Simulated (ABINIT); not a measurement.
# How slowly RPA converges: SiO2 (P6_222), part 2 of 2

Aim: the RPA correlation energy of SiO2 (P6_222) as bands and response cutoff rise.

ABINIT 10.8.3; LDA and many-body steps on it, plane waves.

So far. Step 2 (Empty states on the mesh, 3×3×2 mesh, 415 bands): On this mesh the gap is 5.373 eV. Step 3 (RPA energy: 3×3×2 mesh, 82 bands, screening to 43.5 eV): Local fields lower ε∞ by 6 %. On a Γ-centred mesh this coarse the value itself is usually too large, while a short band sum pulls it down.

The database entry behind the starting cell is an old determination (1926), so it need not match the best structure at ambient conditions.

## (5) RPA energy: 3×3×2 mesh, 254 bands, screening to 108.8 eV

Level of this step: RPA screening on LDA, plane waves, norm-conserving pseudopotentials (ABINIT).

The input, run.abi:

```
acell 3*1.0 Angstrom
rprim 
  5.013000000017 -0.000000000004 0.000000000000
  -2.506500000005 4.341385349188 0.000000000000
  0.000000000000 0.000000000000 5.470000000000
ntypat 2
znucl 14 8
natom 9
typat 1 1 1 2 2 2 2 2 2
xred 
  0.500000000000 0.500000000000 0.333333333333
  0.000000000000 0.500000000000 0.666666666667
  0.500000000000 0.000000000000 -0.000000000000
  0.197000000000 0.803000000000 0.833333333333
  0.394000000000 0.197000000000 0.166666666667
  0.197000000000 0.394000000000 0.500000000000
  0.803000000000 0.197000000000 0.833333333333
  0.606000000000 0.803000000000 0.166666666667
  0.803000000000 0.606000000000 0.500000000000
pp_dirpath "pseudos"
pseudos "Si.upf, O.upf"
ecut 36
ngkpt 3 3 2
nshiftk 1
shiftk 0 0 0
kptopt 1
chksymbreak 0
istwfk *1
occopt 1
irdwfk 1
optdriver 3
nband 254
ecuteps 4
inclvkb 2
awtr 1
symchi 1
gwcalctyp 1
nfreqre 0
nfreqim 8
gwrpacorr 1
indata_prefix "in"
outdata_prefix "out"
tmpdata_prefix "tmp"
```

The run is started by

```console
$ OMP_NUM_THREADS=1 mpirun -n 4 abinit run.abi > log
```

Numbers of over 12 decimals in the logs are rounded to 6 here.

Output:

```text
.Version 10.8.3 of ABINIT. v10.8.2 released Aug 2026.

 Symmetries : space group P6_2 2 2 (#180); Bravais hP (primitive hexag.)
[... echo of the input left out ...]
== DATASET  1 ==================================================================
-   mpi_nproc: 4, omp_nthreads: 1 (-1 if OMP is not activated)

--- !DatasetInfo
iteration_state: {dtset: 1, }
dimensions: {natom: 9, nkpt: 6, mband: 254, nsppol: 1, nspinor: 1, nspden: 1, mpw: 8320, }
cutoff_energies: {ecut:  36.0, pawecutdg:  -1.0, }
[...]
[... chi0 elements left out ...]
  [... further frequencies ...]

 For q-point:  0.000010 0.000020 0.000030
  dielectric constant =   2.3646
  dielectric constant without local fields =   2.5753

  Average fulfillment of the sum rule on Im[epsilon] for q-point    1 :     73.39  [%]
[... wings left out ...]
  q-point number  2        q = ( 0.333333, 0.000000, 0.000000) [r.l.u.]
--------------------------------------------------------------------------------
[... chi0 elements left out ...]
  [... further frequencies ...]

  Average fulfillment of the sum rule on Im[epsilon] for q-point    2 :     77.95  [%]

 [... 4 further q-points ...]
```

Elapsed: 4.6 min, on 4 MPI ranks of Arm Neoverse V1, shared host; peak memory 2.6 GiB; 18 min of CPU time.

Numbers from this step:

| Quantity | Value |
| --- | --- |
| ε∞ with local fields, on this mesh, along the program's q direction | 2.365 |
| the same without local fields | 2.575 |
| plasma frequency | 23.58 eV |
| plane waves in the screening matrix | 327 |
| RPA correlation energy | -43.45 eV |

## (6) RPA energy: 3×3×2 mesh, 379 bands, screening to 144.2 eV

Changes to run.abi since step 5:

```diff
@@ -31,4 +31,4 @@
 optdriver 3
-nband 254
-ecuteps 4
+nband 379
+ecuteps 5.3
 inclvkb 2
```

Output:

```text
.Version 10.8.3 of ABINIT. v10.8.2 released Aug 2026.

 Symmetries : space group P6_2 2 2 (#180); Bravais hP (primitive hexag.)
[... echo of the input left out ...]
== DATASET  1 ==================================================================
-   mpi_nproc: 4, omp_nthreads: 1 (-1 if OMP is not activated)

--- !DatasetInfo
iteration_state: {dtset: 1, }
dimensions: {natom: 9, nkpt: 6, mband: 379, nsppol: 1, nspinor: 1, nspden: 1, mpw: 8320, }
cutoff_energies: {ecut:  36.0, pawecutdg:  -1.0, }
[...]
[... chi0 elements left out ...]
  [... further frequencies ...]

 For q-point:  0.000010 0.000020 0.000030
  dielectric constant =   2.3558
  dielectric constant without local fields =   2.5777

  Average fulfillment of the sum rule on Im[epsilon] for q-point    1 :     81.69  [%]
[... wings left out ...]
  q-point number  2        q = ( 0.333333, 0.000000, 0.000000) [r.l.u.]
--------------------------------------------------------------------------------
[... chi0 elements left out ...]
  [... further frequencies ...]

  Average fulfillment of the sum rule on Im[epsilon] for q-point    2 :     84.87  [%]

 [... 4 further q-points ...]
```

It took 8.6 min on 4 MPI ranks; peak memory 3.4 GiB.

Numbers from this step:

```
ε∞ with local fields, on this mesh, along the program's q direction : 2.356
the same without local fields                                       : 2.578
plasma frequency                                                    : 23.58 eV
plane waves in the screening matrix                                 : 455
RPA correlation energy                                              : -51.3605 eV
```

## (7) RPA energy: 3×3×2 mesh, 149 bands, screening to 136.1 eV, 4 frequencies

Changes to run.abi since step 6:

```diff
@@ -31,4 +31,4 @@
 optdriver 3
-nband 379
-ecuteps 5.3
+nband 149
+ecuteps 5
 inclvkb 2
@@ -38,3 +38,3 @@
 nfreqre 0
-nfreqim 8
+nfreqim 4
 gwrpacorr 1
```

Output:

```text
.Version 10.8.3 of ABINIT. v10.8.2 released Aug 2026.

 Symmetries : space group P6_2 2 2 (#180); Bravais hP (primitive hexag.)
[... echo of the input left out ...]
== DATASET  1 ==================================================================
-   mpi_nproc: 4, omp_nthreads: 1 (-1 if OMP is not activated)

--- !DatasetInfo
iteration_state: {dtset: 1, }
dimensions: {natom: 9, nkpt: 6, mband: 149, nsppol: 1, nspinor: 1, nspden: 1, mpw: 8320, }
cutoff_energies: {ecut:  36.0, pawecutdg:  -1.0, }
[...]
[... chi0 elements left out ...]
  [... further frequencies ...]

 For q-point:  0.000010 0.000020 0.000030
  dielectric constant =   2.3534
  dielectric constant without local fields =   2.5654

  Average fulfillment of the sum rule on Im[epsilon] for q-point    1 :     57.22  [%]
[... wings left out ...]
  q-point number  2        q = ( 0.333333, 0.000000, 0.000000) [r.l.u.]
--------------------------------------------------------------------------------
[... chi0 elements left out ...]
  [... further frequencies ...]

  Average fulfillment of the sum rule on Im[epsilon] for q-point    2 :     64.30  [%]

 [... 4 further q-points ...]
```

The job ended after 2.2 min (4 MPI ranks; peak memory 2 GiB; 8.9 min of CPU time).

Numbers from this step:

```yaml
eps_infinity_with_local_fields_on_this_mesh_along_the_program_s_q_direction: 2.353
the_same_without_local_fields: 2.565
plasma_frequency: 23.58 eV
plane_waves_in_the_screening_matrix: 419
rpa_correlation_energy: -36.99 eV
```

## (8) The rungs together

Times are wall times on 4 MPI ranks of Arm Neoverse V1, shared host, good to a factor of about two.

```tsv
bands	cutoff (eV)	plane waves	frequencies	E_c (eV/atom)	time
82	43.5	71	8	-1.735	31 s
149	70.7	157	8	-3.293	76 s
254	108.8	327	8	-4.828	4.6 min
379	144.2	455	8	-5.707	8.6 min
149	136.1	419	4	-4.109	2.2 min
```

## (9) Summary of results

```json
{"3×3×2 mesh, 82 bands, screening to 43.5 eV": "-1.735 eV/atom", "3×3×2 mesh, 149 bands, screening to 70.7 eV": "-3.293 eV/atom", "3×3×2 mesh, 254 bands, screening to 108.8 eV": "-4.828 eV/atom", "3×3×2 mesh, 379 bands, screening to 144.2 eV": "-5.707 eV/atom", "limit by the two highest rungs": "-7.38 eV/atom"}
```

**Reading.** Rows off the diagonal of bands and cutoff are checks and stay out of the ladder. The energy is still falling: −0.879 eV/atom over the last rung. A line in cutoff^(−3/2) puts the limit near -7.38 eV/atom, 29 % beyond the top rung; the pair below gives -6.52, so the estimate is rough. The value holds the valence electrons of these pseudopotentials alone, on one mesh; differences between structures converge far faster than the total.

[Paths, hosts, dates, memory and timing lines, banners, echoed tables and standing remarks are left out of the program output.]

[Logs are printed without paths, hosts, clocks, repeated set-up lines and the standing remarks that a program may print on its own settings, such as how far it seeks lower states.]

[Runs of the session that timed out or met a known fault of the program may be left out.]

[Hosts, paths, dates, database ids (printed as entryN), source tags and the programs' standing remarks are cut or masked in the printed files.]

[G0W0 gaps are taken among the corrected bands and points alone; a level outside them can change the order at an edge.]

[Where Ansatz stands beside ABINIT at settings called matched, ABINIT's density can come from a denser mesh and the files from another edition; pairs whose starting gaps differed by over 0.03 eV were left out, so agreement reads better than it is.]
